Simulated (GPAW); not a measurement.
# Dielectric function and optical constants of BN (Qingsongite), part 2 of 2

Aim: the dielectric function of BN (Qingsongite), and the optical constants that follow from it.

GPAW 26.7.0; DFT, LDA, plane-wave PAW (GPAW data sets), scalar-relativistic, RPA, optical limit.

So far. Step 2 (Ground state): There is a gap, 4.39 eV on this mesh (points off the mesh can give less), so no carriers' term is needed.

## (4) Dielectric function, RPA

Local fields let the induced charge screen the field inside the cell, which as a rule lowers ε, most along directions where the density is uneven.

This step: DFT, LDA, plane-wave PAW (GPAW data sets), scalar-relativistic, RPA, optical limit (GPAW 26.7.0).

The input, df.py:

```python
from gpaw.response.df import DielectricFunction

df = DielectricFunction('full.gpw', frequencies={'type': 'nonlinear', 'domega0': 0.03, 'omega2': 8},
                        ecut=50,
                        eta=0.15,
                        nbands=14,
                        txt='df.txt')
for direction in ['x']:
    df.get_dielectric_function(xc='RPA', direction=direction, filename=f'df_{direction}.csv')
```

Launch:

```console
$ OMP_NUM_THREADS=1 python df.py
```

Numbers of over 12 decimals in the logs are rounded to 6 here.

What it wrote:

```text
Using integrator: PointIntegrator
NonLinearFrequencyDescriptor(from 0.000 to 64.819 eV, 497 points)
Nonperiodic BCs:  [False False False]
Using integrator: PointIntegrator
NonLinearFrequencyDescriptor(from 0.000 to 64.819 eV, 497 points)
Nonperiodic BCs:  [False False False]

Calculating chi0 body with:
    Ground state adapter containing:
    Number of spins: 1
    Number of kpoints: 13824
    Number of irreducible kpoints: 413
    Number of completely occupied states: 4
    Number of partially occupied states: 4

    Linear response parametrization:
    q_c: [0.0, 0.0, 0.0]
    Number of frequency points: 497
    Planewave cutoff: 50.0
    Number of bands: 14
    Number of planewaves: 15
    Broadening (eta): 0.15

Integrating chi0 body.

Symmetries of q_c:
    Direct symmetries (Uq -> q): 24
    Indirect symmetries (TUq -> q): 24
In total 48 allowed symmetries.

413 groups of equivalent kpoints. 97.012442% reduction.

Integral kind: spectral function

Calculating chi0 optical extensions with:
    Ground state adapter containing:
    Number of spins: 1
    Number of kpoints: 13824
    Number of irreducible kpoints: 413
    Number of completely occupied states: 4
    Number of partially occupied states: 4

    Linear response parametrization:
    Number of frequency points: 497
    Planewave cutoff: 50.0
    Number of bands: 14
    Number of planewaves: 15
    Broadening (eta): 0.15
Integrating chi0 head and wings.

Symmetries of q_c:
    Direct symmetries (Uq -> q): 24
    Indirect symmetries (TUq -> q): 24
In total 48 allowed symmetries.

413 groups of equivalent kpoints. 97.012442% reduction.

Integral kind: spectral function wings
```

It took 4.7 s on 1 thread of Intel Xeon 6975P-C (Granite Rapids), shared host; peak memory 0.22 GiB.

This step gave:

| Item | Value |
| --- | --- |
| electronic dielectric constant ε∞, mean over x, y and z (by symmetry where fewer were run) | 4.580 |
| main peak of Im epsilon, first axis | 11.99 eV |

Some rows of df_x.csv (energy; Re and Im without local fields; Re and Im with them):

```text
0.000000, 4.759944, 0.000000, 4.579826, -0.000000
0.555532, 4.767659, 0.004179, 4.587004, 0.003888
1.143969, 4.792912, 0.008740, 4.610495, 0.008129
1.768324, 4.839849, 0.013901, 4.654143, 0.012925
2.431988, 4.914491, 0.019995, 4.723520, 0.018579
3.138794, 5.025899, 0.027557, 4.826990, 0.025582
3.893091, 5.188350, 0.037518, 4.977698, 0.034782
4.699832, 5.425798, 0.051645, 5.197630, 0.047790
5.564682, 5.782154, 0.073760, 5.526938, 0.068066
6.494155, 6.349519, 0.113881, 6.049410, 0.104642
7.495775, 7.373280, 0.209902, 6.986653, 0.191404
8.578281, 10.064014, 0.950467, 9.417307, 0.843718
9.751884, 10.751052, 7.082990, 10.202716, 6.357303
11.028587, 8.776492, 10.719974, 8.454987, 9.734372
12.422601, -2.797184, 12.461382, -1.746851, 11.891182
13.950874, -1.140722, 5.800390, -0.860491, 5.543192
15.633783, -2.906498, 4.175508, -2.484753, 4.372790
17.496047, -2.096705, 2.570122, -1.902596, 2.668419
19.567954, -1.327607, 1.215150, -1.254749, 1.284461
```

Values under the direct gap are tails of Lorentzian lines. Im ε, E ∥ x against photon energy; read off at these points:

photon energy (eV), Im ε, E ∥ x and a bar:
```
      0.0        0.0 
      0.5        0.0 
      1.0        0.0 
      1.5        0.0 
      2.0        0.0 
      2.5        0.0 
      3.0        0.0 
      3.5        0.0 
      4.0        0.0 
      4.5        0.0 
      5.0        0.1 
      5.5        0.1 
      6.0        0.1 
      6.5        0.1 
      7.0        0.1 
      7.5        0.2 
      8.0        0.3 #
      8.5        0.7 #
      9.0        2.4 #####
      9.5        5.0 ###########
     10.0        7.0 ###############
     10.5        7.9 #################
     11.0        9.5 ####################
     11.5       12.3 ##########################
     12.0       14.2 ##############################
     12.5       11.2 ########################
     13.0        8.1 #################
     13.5        6.3 #############
     14.0        5.7 ############
     14.5        6.5 ##############
     15.0        5.2 ###########
     15.5        4.7 ##########
     16.0        4.3 #########
     16.5        3.2 #######
     17.0        2.7 ######
     17.5        2.7 ######
     18.0        2.1 ####
     18.5        1.6 ###
     19.0        1.6 ###
     19.5        1.3 ###
```

Table of Re ε, E ∥ x by photon energy:

```csv
photon energy (eV),"Re ε, E ∥ x"
0,4.58
1,4.60
2,4.68
3,4.80
4,5.00
5,5.30
6,5.74
7,6.45
8,7.78
9,10.5
10,9.47
11,8.46
12,1.97
13,-1.75
14,-0.807
15,-2.20
16,-2.20
17,-2.00
18,-2.07
19,-1.35
```

Values under the direct gap are tails of Lorentzian lines. Loss function −Im 1/ε at q → 0, E ∥ x against energy loss; read off at these points:

```csv
energy loss (eV),"loss function −Im 1/ε at q → 0, E ∥ x"
0,0
1,3.3e-4
2,6.8e-4
3,0.00104
4,0.00145
5,0.00192
6,0.00250
7,0.00331
8,0.00493
9,0.0208
10,0.0505
11,0.0586
12,0.0692
13,0.118
14,0.173
15,0.162
16,0.184
17,0.239
18,0.241
19,0.364
```

The reflectivity at normal incidence, E ∥ x has structure finer than the step of the table below, so its rows give means over 0.5 eV, whole bins alone (the curve runs from 0 to 19.9 eV). Peaks (eV: height): 12.50: 49.3, 16.54: 49.8, 18.16: 50.3.

Reflectivity at normal incidence, E ∥ x against photon energy; means over each step:

```
photon energy (eV)  reflectivity at normal incidence, E ∥ x (%)
               0.5                                         13.2
               1.0                                         13.3
               1.5                                         13.4
               2.0                                         13.5
               2.5                                         13.7
               3.0                                         13.9
               3.5                                         14.2
               4.0                                         14.6
               4.5                                         15.0
               5.0                                         15.6
               5.5                                         16.2
               6.0                                         16.9
               6.5                                         17.8
               7.0                                         18.9
               7.5                                         20.4
               8.0                                         22.4
               8.5                                         25.4
               9.0                                         28.6
               9.5                                         31.6
              10.0                                         32.4
              10.5                                         33.6
              11.0                                         35.9
              11.5                                         40.2
              12.0                                         45.5
              12.5                                         48.2
              13.0                                         44.6
              13.5                                         45.0
              14.0                                         37.4
              14.5                                         41.1
              15.0                                         43.2
              15.5                                         44.3
              16.0                                         44.6
              16.5                                         49.2
              17.0                                         45.7
              17.5                                         45.1
              18.0                                         49.6
              18.5                                         48.6
              19.0                                         43.8
              19.5                                         45.9
```

Table of refractive index n and extinction k by photon energy:

```
photon energy (eV)      n        k
               0.0   2.14        0
               0.5   2.14   8.2e-4
               1.0   2.15  0.00165
               1.5   2.15  0.00251
               2.0   2.16  0.00343
               2.5   2.18  0.00441
               3.0   2.19  0.00550
               3.5   2.21  0.00672
               4.0   2.24  0.00811
               4.5   2.27  0.00974
               5.0   2.30   0.0117
               5.5   2.34   0.0141
               6.0   2.40   0.0172
               6.5   2.46   0.0213
               7.0   2.54   0.0272
               7.5   2.64   0.0363
               8.0   2.79   0.0535
               8.5   3.02    0.111
               9.0   3.26    0.369
               9.5   3.42    0.727
              10.0   3.26     1.07
              10.5   3.20     1.23
              11.0   3.26     1.47
              11.5   3.24     1.90
              12.0   2.85     2.48
              12.5   2.12     2.64
              13.0   1.80     2.24
              13.5   1.44     2.19
              14.0   1.57     1.81
              14.5   1.61     2.03
              15.0   1.32     1.99
              15.5   1.21     1.96
              16.0   1.15     1.88
              16.5  0.876     1.85
              17.0  0.824     1.64
              17.5  0.828     1.61
              18.0  0.658     1.58
              18.5  0.560     1.42
              19.0  0.623     1.32
              19.5  0.525     1.25
```

From ε follow the optical constants at some laser and lamp lines:

| wavelength (nm) | n | k | R (%) | 1/α |
| --- | --- | --- | --- | --- |
| 1550 | 2.14 | 0.001 | 13.2 | 94 µm |
| 800 | 2.15 | 0.003 | 13.4 | 24 µm |
| 450 | 2.18 | 0.005 | 13.8 | 7.2 µm |
| 405 | 2.19 | 0.006 | 14.0 | 5.7 µm |
| 365 | 2.21 | 0.006 | 14.2 | 4.5 µm |
| 308 | 2.24 | 0.008 | 14.6 | 3.0 µm |
| 193 | 2.45 | 0.021 | 17.7 | 745 nm |

Below the direct gap, k and the depth come from the tails of the Lorentzian lines, not from transitions.

Rows near the edge hang on the gap, which this functional as a rule makes too small, and phonon-assisted absorption is left out.

## (5) What came out

```json
{
 "electronic dielectric constant ε∞, mean over x, y and z (by symmetry where fewer were run) (RPA)": "4.58",
 "main peak of Im epsilon, first axis": "12.0 eV"
}
```

**Reading.** At this level (LDA, RPA) BN has ε∞ = 4.58 and n = 2.14 at 1550 nm, and Im ε peaks at 12.0 eV. On the mesh the gap is 4.29 eV and the least direct gap 8.66 eV, so on this mesh the band edges lie at different points. Local fields change the static value along x from 4.76 to 4.58 (-4 %). Distinct maxima of Im ε, read by a parabola through the highest points, lie at 11.99 eV (14) and 14.49 eV (6.5). Excitons and phonon-assisted transitions are missing; LDA gaps are as a rule too small, which pulls the onset down and ε∞ up. The sum runs over mesh points, so small or evenly spaced maxima can still be ripples of the mesh.

[Machine, clock and banner lines and Python warnings are left out of the logs.]

[Logs are printed without paths, hosts, clocks, repeated set-up lines and the standing remarks that a program may print on its own settings, such as how far it seeks lower states.]

[Hosts, paths, dates, database ids (printed as entryN), source tags and the programs' standing remarks are cut or masked in the printed files.]
